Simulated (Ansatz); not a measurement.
# LiGeBr3 (model cell, started as cubic perovskite with Ge in the octahedra): the cell at rest

Task: relax LiGeBr3 (model cell, started as cubic perovskite with Ge in the octahedra) tightly.

Program: Ansatz 0.2.0. Level of theory: DFT LDA, scalar-relativistic, plane waves, PAW; PAW set soft_1. Results are calculated unless marked as measured.

The structure was built from a prototype and need not be the compound's stable phase.

### 1. The starting structure

It takes space group Pm-3m (No. 221, cubic). Conventional cell: a = 5.606 Å, b = 5.606 Å, c = 5.606 Å, α = 90.00°, β = 90.00°, γ = 90.00°. Nearest to Li lie 12 Br at 3.96 Å. Nearest to Ge lie 6 Br at 2.80 Å. Br has 2 Ge at 2.80 Å nearest. Farther neighbours and most contacts between anions are not listed.

### 2. Probe on a coarse mesh

A quick single point on a coarse mesh tells whether the cell has a gap and how far it is from rest, which sets the k mesh and smearing that follow.

input.yaml

```yaml
crystal:
  lattice:
    - [5.6056, 0.0, 0.0]
    - [0.0, 5.6056, 0.0]
    - [0.0, 0.0, 5.6056]
  atoms:
    - { symbol: Li, position: [0.0, 0.0, 0.0] }
    - { symbol: Ge, position: [0.5, 0.5, 0.5] }
    - { symbol: Br, position: [0.5, 0.5, 0.0] }
    - { symbol: Br, position: [0.5, 0.0, 0.5] }
    - { symbol: Br, position: [0.0, 0.5, 0.5] }
kpoints:
  mp_grid: { grid: [4, 4, 4] }
hamiltonian:
  xc: lda
  pseudopotentials: { kind: paw, azcp: { folder: soft_1 }, xc_functional: pbe }
scf:
  occupations: { method: gaussian, width: 0.1 }
output:
  forces: true
  stress: true
  eigenvalues: true
```

Run with:

```sh
$ ansatz run input.yaml --threads 8 --pin off --max-ram 16384MiB --backend cpu --events-out ev --progress --plain --runs-dir out
```

Numbers of over 12 decimals in the logs are rounded to 6 here.

What it wrote:

```text
Engine: ansatz 0.2.0, aarch64-unknown-linux-gnu
Pseudopotentials: kind: paw
Pseudopotential: Li, paw, valence charge 3, recommended cutoff 420 eV (normal), soft_1/Li.paw.azcp
Pseudopotential: Ge, paw, valence charge 14, recommended cutoff 420 eV (normal), soft_1/Ge.paw.azcp
Pseudopotential: Br, paw, valence charge 7, recommended cutoff 420 eV (normal), soft_1/Br.paw.azcp
Functional definition: SPW92
[...]
k-point 0: bands = [... 15 lower, -0.0844, -0.0311, -0.0311, -0.0311, 3.4938, 7.2375, 7.2375, 7.2375, ... 1 higher]
  k-point 1: bands = [... 15 lower, -0.1607, -0.0506, -0.0419, -0.0419, 4.0201, 5.4344, 6.3975, 6.9016, ... 1 higher]
  k-point 2: bands = [... 15 lower, -0.2333, -0.0312, -0.0312, 0.4754, 3.5985, 5.0798, 5.2472, 6.9204, ... 1 higher]
  k-point 9: bands = [... 15 lower, 0.5222, 0.5222, 0.5222, 2.0552, 2.7633, 2.7633, 2.7633, 4.3048, ... 1 higher]
[key lines of the parts left out:]
SCF converged after 9 iterations
Free energy (F): -12501.949579 eV
Fermi energy:    2.401739 eV
P = ⅓ Tr σ = -3.1372 GPa (-31.372 kbar)
```

The job ended after 0.62 s (8 threads of Arm Neoverse V2, shared host; peak memory 0.49 GiB; 3.3 s of CPU time).

Numbers from this step:

```yaml
pressure: -3.137 GPa
volume_per_atom: 35.23 Å³
gap_on_the_k_mesh: 0.7081 eV
direct_gap_on_mesh: 0.7081 eV
```

The coarse mesh shows a gap of 0.71 eV and a pressure of -3.1 GPa.

### 3. Bringing the structure to rest, k-mesh 4×4×4, smearing width 0.02 eV

The cell and atoms are relaxed, since residual forces and stress would shift the frequencies.

Changes to input.yaml since step 2:

```diff
@@ -17,3 +17,3 @@
 scf:
-  occupations: { method: gaussian, width: 0.1 }
+  occupations: { method: gaussian, width: 0.02 }
 output:
@@ -22 +22,10 @@
   eigenvalues: true
+  write_density: true
+  write_potential: true
+  elf: true
+  volumetric_format: npy
+relax:
+  adjacent_minimum: "off"
+  f_tol: 0.005
+  max_steps: 80
+  cell: { stress_tol: 0.05 }
```

What it wrote:

```text
[...]
Crystal: 5 atoms, lattice volume = 176.143 Å³
Basis set: ecut = 420 eV, 3407 PW (Γ)
Bands: 24, of which v1, the nominal top of the filled ones, is band 19 counted from 1 (18 counted from 0)
Symmetry: 48 space group operations
[...]
k-points: 10 of 64
[...]
SCF iter   1: F=—  HF=-12502.695654 eV  |F-HF|=—  |Δ(HF+E_count)|=         —  Δρ=2.26e-2  dr2=1.73e0  ethr=3.10e-3  ⟨swp⟩=6.0  Hψ=1041  notcnv=0
[...]
SCF iter   9: F=-12501.949579 eV  HF=-12501.949579 eV  |F-HF|=5.91e-9  |Δ(HF+E_count)|=   3.16e-7  Δρ=2.01e-6  dr2=1.22e-8  ethr=2.63e-10  ⟨swp⟩=14.7  Hψ=1853  notcnv=0
SCF 1 converged in 9 iterations: F = -12501.949579 eV  dr2 = 1.22e-8
[...]
relax step   1: F+E_penalty+E_count = -12501.94957886 eV  Δ(F+E_penalty+E_count) = +0.000e0 eV  max|allowed force component| = 1.984e-29 eV/Å  Δτ_max = 0.0000 Å  P = -3.137 GPa  Ω = 176.143 Å³  (9 SCF iters, dr2 threshold 1.00e-7 eV, accepted)
Crystal: 5 atoms, lattice volume = 158.801 Å³
Basis set: ecut = 420 eV, 3071 PW (Γ)
[...]
iter 1 solved again at ethr=1.30e-4 eV; its pass at ethr=3.10e-3 eV (dr2=4.94e-2 eV) is discarded
[...]
SCF iter   6: F=-12502.196010 eV  HF=-12502.196010 eV  |F-HF|=1.85e-8  |Δ(HF+E_count)|=   2.22e-6  Δρ=8.06e-6  dr2=2.92e-7  ethr=1.32e-9  ⟨swp⟩=10.0  Hψ=1811  notcnv=0
SCF 2 converged in 6 iterations: F = -12502.196010 eV  dr2 = 2.92e-7
relax step   2: F+E_penalty+E_count = -12502.19601028 eV  Δ(F+E_penalty+E_count) = -2.464e-1 eV  max|allowed force component| = 4.450e-30 eV/Å  Δτ_max = 0.0000 Å  P = -1.190 GPa  Ω = 158.801 Å³  energy of the carried Pulay correction = +1.536e-3 eV  (6 SCF iters, dr2 threshold 5.00e-7 eV, accepted)
Crystal: 5 atoms, lattice volume = 149.805 Å³
Basis set: ecut = 420 eV, 2945 PW (Γ)
[...]
SCF iter   6: F=-12502.225234 eV  HF=-12502.225234 eV  |F-HF|=5.36e-8  |Δ(HF+E_count)|=   3.62e-7  Δρ=1.12e-5  dr2=5.60e-8  ethr=1.32e-9  ⟨swp⟩=11.0  Hψ=1962  notcnv=0
SCF 3 converged in 6 iterations: F = -12502.225234 eV  dr2 = 5.60e-8
relax step   3: F+E_penalty+E_count = -12502.22523391 eV  Δ(F+E_penalty+E_count) = -2.922e-2 eV  max|allowed force component| = 4.613e-30 eV/Å  Δτ_max = 0.0000 Å  P = +0.197 GPa  Ω = 149.805 Å³  energy of the carried Pulay correction = +2.397e-3 eV  (6 SCF iters, dr2 threshold 5.00e-7 eV, accepted)
[...]
relax step   4: F+E_penalty+E_count = -12502.22569296 eV  Δ(F+E_penalty+E_count) = -4.591e-4 eV  max|allowed force component| = 3.328e-29 eV/Å  Δτ_max = 0.0000 Å  P = -0.042 GPa  Ω = 151.018 Å³  energy of the carried Pulay correction = +2.278e-3 eV  (5 SCF iters, dr2 threshold 9.66e-8 eV, accepted)
[...]
SCF iter   6: F=-12502.223631 eV  HF=-12502.223631 eV  |F-HF|=1.82e-12  |Δ(HF+E_count)|=  2.36e-11  Δρ=3.99e-8  dr2=3.70e-12  ethr=1.00e-12  ⟨swp⟩=6.0  Hψ=1115  notcnv=0
SCF 5 converged in 6 iterations: F = -12502.223631 eV  dr2 = 3.70e-12
relax step   5: F+E_penalty+E_count = -12502.22363067 eV  Δ(F+E_penalty+E_count) = +2.062e-3 eV  max|allowed force component| = 2.320e-29 eV/Å  Δτ_max = 0.0000 Å  P = -0.044 GPa  Ω = 151.018 Å³  stress off target by 4.45e-2 GPa  SCF on the basis re-selected at this cell (its energy is not comparable with the rows above)  (6 SCF iters)
basis re-selected at this cell: Δ(F+E_penalty+E_count) = +2.062e-3 eV, ΔP = -0.002 GPa vs the last step (what re-selecting the basis moved, of the pressure what is left beyond the Pulay correction that the steps carried, after the strain that the cell walked since its last selection, with what the two solves' SCF thresholds leave and, on support functions, any second-order correction that the steps lacked; it is no measure of the basis error at this ecutwfc). The dense FFT grid was sized anew with the basis: this SCF ran on 36×36×36 points, the steps before it on 40×40×40, so part of this shift can come from that change (see relax.cell in the input reference). [rest of the remark cut]
SCF converged after 6 iterations
Free energy (F): -12502.223631 eV
[...]
Internal energy: -12502.223149 eV  (E = F + TS)
E sigma→0 (E₀):  -12502.223390 eV
Entropy (-TS):   -0.000482 eV (-0.096 meV/atom)
Fermi energy:    4.198444 eV
[...]
--- Stress (GPa, compression-positive) ---
       -0.044477       0.000000      -0.000000
        0.000000      -0.044477       0.000000
       -0.000000       0.000000      -0.044477
  P = ⅓ Tr σ = -0.0445 GPa (-0.445 kbar)
--- Band table (eV; the first three rows and the last of 10) ---
  k-point 0: bands = [... 15 lower, 0.9048, 0.9968, 0.9968, 0.9968, 4.6074, 8.6067, 8.6067, 8.6653, ... 1 higher]
  k-point 1: bands = [... 15 lower, 0.7929, 0.9757, 0.9757, 1.0508, 5.2351, 7.3034, 7.8706, 8.3689, ... 1 higher]
  k-point 2: bands = [... 15 lower, 0.6879, 0.9902, 0.9902, 1.9943, 5.0980, 6.3948, 6.6990, 8.2244, ... 1 higher]
  k-point 9: bands = [... 15 lower, 1.7034, 1.7034, 1.7034, 4.2045, 4.2045, 4.2045, 4.2567, 5.3431, ... 1 higher]
--- Relaxed structure (4 steps of the walk, 4 accepted, 1 SCFs on fresh bases) ---
  F+E_penalty+E_count = -12502.22363067 eV   max|allowed force component| = 2.320e-29 eV/Å   (the final SCF, on the basis selected at the relaxed cell)
  cell:  # Å, volume = 151.0180 Å³
    - [5.325285, 0, 0]
    - [0, 5.325285, 0]
    - [0, 0.0, 5.325285]
  atoms:
    - { symbol: Li, position: [0, 0, 0] }
    - { symbol: Ge, position: [0.500000, 0.500000, 0.5] }
    - { symbol: Br, position: [0.500000, 0.500000, 0] }
    - { symbol: Br, position: [0.500000, 0, 0.5] }
    - { symbol: Br, position: [0, 0.500000, 0.5] }
```

The job ended after 2.8 s (8 threads; peak memory 0.53 GiB; 16 s of CPU time).

The steps of the relaxation:

```tsv
step	energy less that of the first step (eV)	largest force component (eV/Å)	pressure (GPa)	volume (Å³)
1	0.0000	0.0000	-3.14	176.14
2	-0.2464	0.0000	-1.19	158.80
3	-0.2757	0.0000	0.20	149.80
4	-0.2761	0.0000	-0.04	151.02
5*	-0.2741	0.0000	-0.04	151.02
```

Relaxation steps marked * repeat the geometry before them on a plane-wave basis chosen anew for their cell, so energy and pressure can jump there.

The run keeps the 48 symmetry operations that it works with, so distortions that break them were not tested.

```tsv
conventional cell, symmetrised	before	after	change
a (Å)	5.606	5.325	-5.0 %
b (Å)	5.606	5.325	-5.0 %
c (Å)	5.606	5.325	-5.0 %
volume (Å³/atom)	35.23	30.20	-14.3 %
```

The relaxed structure:

```xyz
5
Lattice="5.3253 0.0000 0.0000 0.0000 5.3253 0.0000 0.0000 0.0000 5.3253" Properties=species:S:1:pos:R:3 pbc="T T T"
Li    0.0000    0.0000    0.0000
Ge    2.6626    2.6626    2.6626
Br    2.6626    2.6626    0.0000
Br    2.6626    0.0000    2.6626
Br    0.0000    2.6626    2.6626
```

Numbers from this step:

```
pressure          : -0.04448 GPa
volume per atom   : 30.20 Å³
gap on the k-mesh : 0 eV
```

ELF in the ac plane at fractional y = 0.500, with atoms of Ge and Br within 0.2 Å of it. It is the smooth field of the valence electrons, not physical close to the nuclei.

Ten even steps from '_' (0.01) to '@' (0.89), each cell a mean:
```
____..++%%@@##..--@@@@##--____
______::##@@@@%%%%@@%%++..____
==::____--**##%%%%##++..__..--
%%**--..__::==++==--..__..++##
@@@@##--..::======--::..++%%@@
%%@@%%++--==++====++----##@@@@
..**@@**==++==----======%%%%--
__==@@##==++--++--====++%%%%..
++%%@@**--++==--==++====##@@##
@@@@%%==::--++++++==::::**@@@@
@@%%++..__::--====--..__--##%%
**==..__..==**##**++--..__::++
..____..++%%@@@@@@%%##--____..
______==%%@@%%==**@@@@**::____
____..**@@@@++__..%%@@%%==____
```
Columns run along a (5.3 Å), rows up along c (5.3 Å). Atoms in or near the plane, at fractional coordinates: Ge at (0.50, 0.50), Br at (0.50, 0.00), Br at (0.00, 0.50).

Valence density in the ac plane at fractional y = 0.500, with atoms of Ge and Br within 0.2 Å of it. It is the smooth field of the valence electrons, not physical close to the nuclei.

Ten steps, logarithmic in the rise over the least value, from '_' (0 e/Å³) to '@' (29 e/Å³), each cell a mean:
```
________..----::::--::..______
________..::------::..________
__________..::::::....________
..__________........________..
::::..____..........____....::
----::......--====::......::--
..----....::**@@%%==....::--::
__----::..::##@@@@==....::--::
----::....::==##**--....::----
--::....__..::::::....__..::--
....________........______....
__________....::....__________
__________..::----::..________
________..::--------::________
________..----__..--::..______
```
Columns run along a (5.3 Å), rows up along c (5.3 Å). Atoms in or near the plane, at fractional coordinates: Ge at (0.50, 0.50), Br at (0.50, 0.00), Br at (0.00, 0.50).

Electrostatic potential energy in the ac plane at fractional y = 0.500, with atoms of Ge and Br within 0.2 Å of it. With pseudopotentials it is smooth inside the atoms' cores, unlike the true potential.

Values in eV, 15 rows by 15 columns, each cell a mean:
```
  8   8   8   7   4 -15 -48 -61 -58 -35  -3   6   8   8   8
  8   8   8   8   5  -3 -23 -37 -33 -13   2   7   8   8   8
  8   8   8   8   7   4  -2  -6  -5   1   5   7   8   8   8
  5   6   7   7   7   5   3   1   2   4   6   7   7   7   6
 -5   0   4   6   5   2  -3  -7  -6   0   4   6   5   2  -3
-41 -26  -5   3   3  -6 -18 -20 -20 -14   0   4   1 -13 -35
-62 -50 -18   0   0 -14 -19 -17 -17 -20  -6   2  -5 -33 -58
-63 -54 -22   0   0 -16 -19 -16 -17 -20  -7   1  -6 -37 -61
-54 -39 -11   2   2 -10 -20 -19 -19 -18  -3   3  -2 -23 -48
-19 -10   1   5   4  -1 -10 -16 -14  -6   2   5   4  -3 -15
  3   4   6   7   6   4   2   0   0   3   5   7   7   5   4
  7   7   8   8   7   5   2   0   0   3   6   7   8   8   7
  8   8   8   8   6   1 -11 -22 -18  -5   4   7   8   8   8
  8   8   8   7   4 -10 -39 -54 -50 -26   0   6   8   8   8
  8   8   8   7   3 -19 -54 -63 -62 -41  -5   5   8   8   8
```
Columns run along a (5.3 Å; values clipped at the 3rd and 97th percentile), rows up along c (5.3 Å). Atoms in or near the plane, at fractional coordinates: Ge at (0.50, 0.50), Br at (0.50, 0.00), Br at (0.00, 0.50).

In this step the volume went from 35.23 to 30.20 Å³/atom.

### 4. Bringing the structure to rest, k-mesh 8×8×8, smearing width 0.1 eV

The relaxation is repeated from its end, on the mesh and smearing that suit the cell and gap now reached.

input.yaml, the sections that differ from step 3:

```yaml
crystal:
  lattice:
    - [5.3252852873, 0.0, 0.0]
    - [0.0, 5.3252852873, 0.0]
    - [0.0, 0.0, 5.3252852873]
  atoms:
    - { symbol: Li, position: [0.0, 0.0, 0.0] }
    - { symbol: Ge, position: [0.5, 0.5, 0.5] }
    - { symbol: Br, position: [0.5, 0.5, 0.0] }
    - { symbol: Br, position: [0.5, 0.0, 0.5] }
    - { symbol: Br, position: [0.0, 0.5, 0.5] }
kpoints:
  mp_grid: { grid: [8, 8, 8] }
scf:
  occupations: { method: gaussian, width: 0.1 }
# hamiltonian, output, relax: as in step 3
```

What it wrote:

```text
[...]
Crystal: 5 atoms, lattice volume = 151.018 Å³
Basis set: ecut = 420 eV, 2945 PW (Γ)
Bands: 24, of which v1, the nominal top of the filled ones, is band 19 counted from 1 (18 counted from 0)
Symmetry: 48 space group operations
[...]
k-points: 35 of 512
[...]
--- Relaxed structure (2 steps of the walk, 2 accepted, 1 SCFs on fresh bases) ---
[...]
cell:  # Å, volume = 149.5140 Å³
    - [5.307548, 0, 0]
    - [0, 5.307548, 0]
    - [0, 0, 5.307548]
  atoms:
    - { symbol: Li, position: [0, 0, 0] }
    - { symbol: Ge, position: [0.500000, 0.500000, 0.500000] }
    - { symbol: Br, position: [0.500000, 0.500000, 0] }
    - { symbol: Br, position: [0.500000, 0, 0.500000] }
    - { symbol: Br, position: [0, 0.500000, 0.500000] }
[key lines of the parts left out:]
SCF converged after 6 iterations
Free energy (F): -12502.334601 eV
Fermi energy:    4.274996 eV
P = ⅓ Tr σ = -0.0454 GPa (-0.454 kbar)
```

Wall time 3.5 s (8 threads); peak memory 0.57 GiB; 25 s of CPU time.

Relaxation path:

```tsv
step	energy less that of the first step (eV)	largest force component (eV/Å)	pressure (GPa)	volume (Å³)
1	0.0000	0.0000	-0.32	151.02
2	-0.0019	0.0000	-0.05	149.51
3*	-0.0018	0.0000	-0.05	149.51
```

Relaxation steps marked * repeat the geometry before them on a plane-wave basis chosen anew for their cell, so energy and pressure can jump there.

Forces are held to the 48 operations that the run works with; a distortion that breaks them can't arise in this run.

```tsv
conventional cell, symmetrised	before	after	change
a (Å)	5.325	5.308	-0.3 %
b (Å)	5.325	5.308	-0.3 %
c (Å)	5.325	5.308	-0.3 %
volume (Å³/atom)	30.20	29.90	-1.0 %
```

The relaxed structure:

```xyz
5
Lattice="5.3075 0.0000 0.0000 0.0000 5.3075 0.0000 0.0000 0.0000 5.3075" Properties=species:S:1:pos:R:3 pbc="T T T"
Li    0.0000    0.0000    0.0000
Ge    2.6538    2.6538    2.6538
Br    2.6538    2.6538    0.0000
Br    2.6538    0.0000    2.6538
Br    0.0000    2.6538    2.6538
```

This step gave:

* pressure: -0.04537 GPa
* volume per atom: 29.90 Å³

[end of part 1 of 2]

[Logs are printed without paths, hosts, clocks, repeated set-up lines and the standing remarks that a program may print on its own settings, such as how far it seeks lower states.]

[Hosts, paths, dates, database ids (printed as entryN), source tags and the programs' standing remarks are cut or masked in the printed files.]
